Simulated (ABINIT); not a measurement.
# Quasiparticle gap of LiCl (Fm-3m) in ABINIT, part 3 of 3

Aim: the G0W0 gap of LiCl (Fm-3m) on PBE, step by step.

ABINIT 10.8.3; PBE and many-body steps on it, plane waves. Known limits of the many-body steps: not at the basis limit; coarse k mesh.

So far. Step 4 (Empty states on the mesh, 4×4×4 mesh, 264 bands): On this mesh the gap is 6.285 eV. Step 5 (Screening, 4×4×4 mesh, 256 bands, screening to 261.2 eV): Local fields lower ε∞ by 15 %. On a Γ-centred mesh this coarse the value itself is usually too large, while a short band sum pulls it down.

**6. Self-energy, 4×4×4 mesh, 256 bands, screening to 261.2 eV**

The self-energy is evaluated for the states that the input lists, and the levels follow from it, in one-shot runs by the linearised quasiparticle equation.

This step: G0W0 on PBE, plane waves, norm-conserving pseudopotentials.

The input, run.abi:

```
acell 3*1.0 Angstrom
rprim 
  0.000000000000 2.571500000000 2.571500000000
  2.571500000000 0.000000000000 2.571500000000
  2.571500000000 2.571500000000 -0.000000000000
ntypat 2
znucl 3 17
natom 2
typat 1 2
xred 
  0.000000000000 0.000000000000 0.000000000000
  0.500000000000 0.500000000000 0.500000000000
pp_dirpath "pseudos"
pseudos "Li.upf, Cl.upf"
ecut 33
ngkpt 4 4 4
nshiftk 1
shiftk 0 0 0
kptopt 1
chksymbreak 0
istwfk *1
occopt 1
irdwfk 1
optdriver 4
nband 256
gwcalctyp 0
ecutsigx 33
symsigma 1
nkptgw 1
kptgw 
  0.0000000000 0.0000000000 0.0000000000
bdgw 
  3 9
ecuteps 9.6
irdscr 1
ppmodel 1
indata_prefix "in"
outdata_prefix "out"
tmpdata_prefix "tmp"
```

Run with:

```bash
> OMP_NUM_THREADS=1 mpirun -n 4 abinit run.abi > log
```

Numbers of over 12 decimals in the logs are rounded to 6 here.

The log of the run:

```text
.Version 10.8.3 of ABINIT. v10.8.2 released Aug 2026.

 Symmetries : space group Fm -3 m (#225); Bravais cF (face-center cubic)
[... echo of the input left out ...]
== DATASET  1 ==================================================================
-   mpi_nproc: 4, omp_nthreads: 1 (-1 if OMP is not activated)

--- !DatasetInfo
iteration_state: {dtset: 1, }
dimensions: {natom: 2, nkpt: 8, mband: 256, nsppol: 1, nspinor: 1, nspden: 1, mpw: 2120, }
cutoff_energies: {ecut:  33.0, pawecutdg:  -1.0, }
electrons: {nelect:   1.00000000E+01, charge:   0.00000000E+00, occopt:   1.00000000E+00, tsmear:   1.00000000E-02, }

 SIGMA: Calculation of the GW corrections

 Based on a program developped by R.W. Godby, V. Olevano, G. Onida, and L. Reining.
 Incorporated in ABINIT by V. Olevano, G.-M. Rignanese, and M. Torrent.
.Using double precision arithmetic ; gwpc =  8

[... cell and pseudopotentials left out ...]
--------------------------------------------------------------------------------

 ==== K-mesh for the wavefunctions ====
 Number of points in the irreducible wedge :     8
[... list of points left out ...]
 Together with 48 symmetry operations and time-reversal symmetry
 yields    64 points in the full Brillouin Zone.

 ==== Q-mesh for screening function ====
 Number of points in the irreducible wedge :     8
[... list of points left out ...]
 Together with 48 symmetry operations and time-reversal symmetry
 yields    64 points in the full Brillouin Zone.

 vcoul_init : cutoff-mode = AUXILIARY_FUNCTION
 q-points for optical limit:   1
     1)      0.000010    0.000020    0.000030
 setmesh: FFT mesh size selected  =    36x   36x   36
          total number of points  =        46656

 Number of electrons calculated from density =   10.0000; Expected =   10.0000
 average of density, n =  0.043573
 r_s =    1.7629
 omega_plasma =   20.1355 [eV]

 === KS Band Gaps ===
  >>>> For spin  1
   Minimum direct gap =   6.2845 [eV], located at k-point      :   0.0000  0.0000  0.0000
   Fundamental gap    =   6.2845 [eV], Top of valence bands at :   0.0000  0.0000  0.0000
                                       Bottom of conduction at :   0.0000  0.0000  0.0000
 SIGMA fundamental parameters:
 PLASMON POLE MODEL  1
 number of plane-waves for SigmaX                 2085
 number of plane-waves for SigmaC and W            331
 number of plane-waves for wavefunctions          2085
 number of bands                                   256
 number of independent spin polarizations            1
 number of spinorial components                      1
 number of k-points in IBZ                           8
 number of q-points in IBZ                           8
 number of symmetry operations                      48
 number of k-points in BZ                           64
 number of q-points in BZ                           64
 number of frequencies for dSigma/dE                 9
 frequency step for dSigma/dE [eV]                0.25
 number of omega for Sigma on real axis              0
 max omega for Sigma on real axis  [eV]           0.00
 zcut for avoiding poles [eV]                     0.10

 EPSILON^-1 parameters (SCR file):
 dimension of the eps^-1 matrix on file            331
 dimension of the eps^-1 matrix used               331
 number of plane-waves for wavefunctions          2085
 number of bands                                   256
 number of q-points in IBZ                           8
 number of frequencies                               2
 number of real frequencies                          1
 number of imag frequencies                          1

 matrix elements of self-energy operator (all in [eV])

 Perturbative Calculation

--- !SelfEnergy_ee
iteration_state: {dtset: 1, }
kpoint     : [   0.000,    0.000,    0.000, ]
spin       : 1
KS_gap     :    6.285
QP_gap     :    9.015
Delta_QP_KS:    2.731
data: !SigmaeeData |
     Band     E0 <VxcDFT>   SigX SigC(E0)      Z dSigC/dE  Sig(E)    E-E0       E
        3   0.193 -14.695 -18.988   1.775   0.802  -0.247 -16.714  -2.019  -1.826
        4   0.193 -14.695 -18.988   1.775   0.802  -0.247 -16.714  -2.019  -1.826
        5   0.193 -14.695 -18.988   1.775   0.802  -0.247 -16.714  -2.019  -1.826
        6   6.477  -9.166  -4.665  -3.659   0.846  -0.182  -8.454   0.712   7.189
        7  11.985  -9.604  -4.344  -3.844   0.841  -0.189  -8.413   1.191  13.176
        8  11.985  -9.604  -4.344  -3.844   0.841  -0.189  -8.413   1.191  13.176
        9  11.985  -9.604  -4.344  -3.844   0.841  -0.189  -8.413   1.191  13.176

== END DATASET(S) ==============================================================
================================================================================

 -outvars: echo values of variables after computation  --------
           etotal      0.0000000000E+00
            nband         256
             nkpt           8
          spgroup         225
 [... the other variables as echoed above ...]

 Calculation completed.
```

Run time: 49 s. Hardware: 4 MPI ranks of Intel Xeon Platinum 8259CL at 2.50GHz (Skylake/Cascade Lake), shared host; peak memory 1.2 GiB.

Numbers from this step:

```
G0W0 gap on the points computed              : 9.015 eV
starting gap on the mesh                     : 6.285 eV
k of the valence top                         : 0, 0, 0
k of the conduction bottom                   : 0, 0, 0
Z at the valence top                         : 0.802
Z at the conduction bottom                   : 0.846
least direct G0W0 gap on the computed points : 9.015 eV
```

The gap on the mesh goes from 6.28 eV to 9.02 eV, a correction of +2.73 eV.

Limits: finite bands, cutoff and mesh; coarse k mesh. v1 is the top filled band, c1 the lowest empty one. Levels before and after the correction, in eV, zero at the valence-band top of each column:

```tsv
	conduction bottom	valence top
Kohn-Sham	6.28	0.00
G0W0	9.02	0.00
```

```tsv
	level	energy (eV)
Kohn-Sham	Γ v3-v1	0.000
Kohn-Sham	Γ c1	6.285
Kohn-Sham	Γ c2-c4	11.792
G0W0	Γ v3-v1	0.000
G0W0	Γ c1	9.015
G0W0	Γ c2-c4	15.002
```

**7. Where the time went**

Times are wall times on 4 MPI ranks of Intel Xeon Platinum 8259CL at 2.50GHz (Skylake/Cascade Lake), shared host, good to a factor of about two.

```tsv
step	time	share	memory (GiB)
ground state	15 s	8 %	0.31
bands along the symmetry lines	14 s	7 %	0.29
empty states on the mesh	28 s	14 %	1.2
screening	87 s	45 %	1.1
self-energy	49 s	25 %	1.2
```

**8. Summary of results**

```yaml
pbe_gap: 6.28 eV, indirect (only 2 meV under the direct gap)
g0w0_gap_on_the_mesh: 9.02 eV
gw_settings: 4×4×4 mesh, 256 bands, screening to 261.2 eV, Godby-Needs plasmon pole
known_limits: not at the basis limit; coarse k mesh
```

What this shows: G0W0 moves the gap on the mesh from 6.28 eV to 9.02 eV (+2.73 eV), with Z of 0.80 and 0.85 at the edges. Local fields lower the RPA ε∞ on this mesh from 3.34 to 2.84; a Γ-centred mesh this coarse tends to raise both, most where the direct gap is narrow, while a short band sum lowers them. Only 1 of the mesh's irreducible points was corrected, so a valley elsewhere could overtake. The dearest step here is «screening». Bands and cutoff are finite, so the gap is not at the basis limit. The miss can reach some tenths of an eV and take either sign; the mesh is an error of its own. In the G0W0 run levels were corrected at 1 k point alone, so a gap called «on the mesh» is the least over those, and an edge elsewhere would be missed. The 4×4×4 mesh is coarse for this cell, which bears on the long-range parts of exchange and screening.

[Paths, hosts, dates, memory and timing lines, banners, echoed tables and standing remarks are left out of the program output.]

[Logs are printed without paths, hosts, clocks, repeated set-up lines and the standing remarks that a program may print on its own settings, such as how far it seeks lower states.]

[Runs of the session that timed out or met a known fault of the program may be left out.]

[Hosts, paths, dates, database ids (printed as entryN), source tags and the programs' standing remarks are cut or masked in the printed files.]

[G0W0 gaps are taken among the corrected bands and points alone; a level outside them can change the order at an edge.]

[Where Ansatz stands beside ABINIT at settings called matched, ABINIT's density can come from a denser mesh and the files from another edition; pairs whose starting gaps differed by over 0.03 eV were left out, so agreement reads better than it is.]
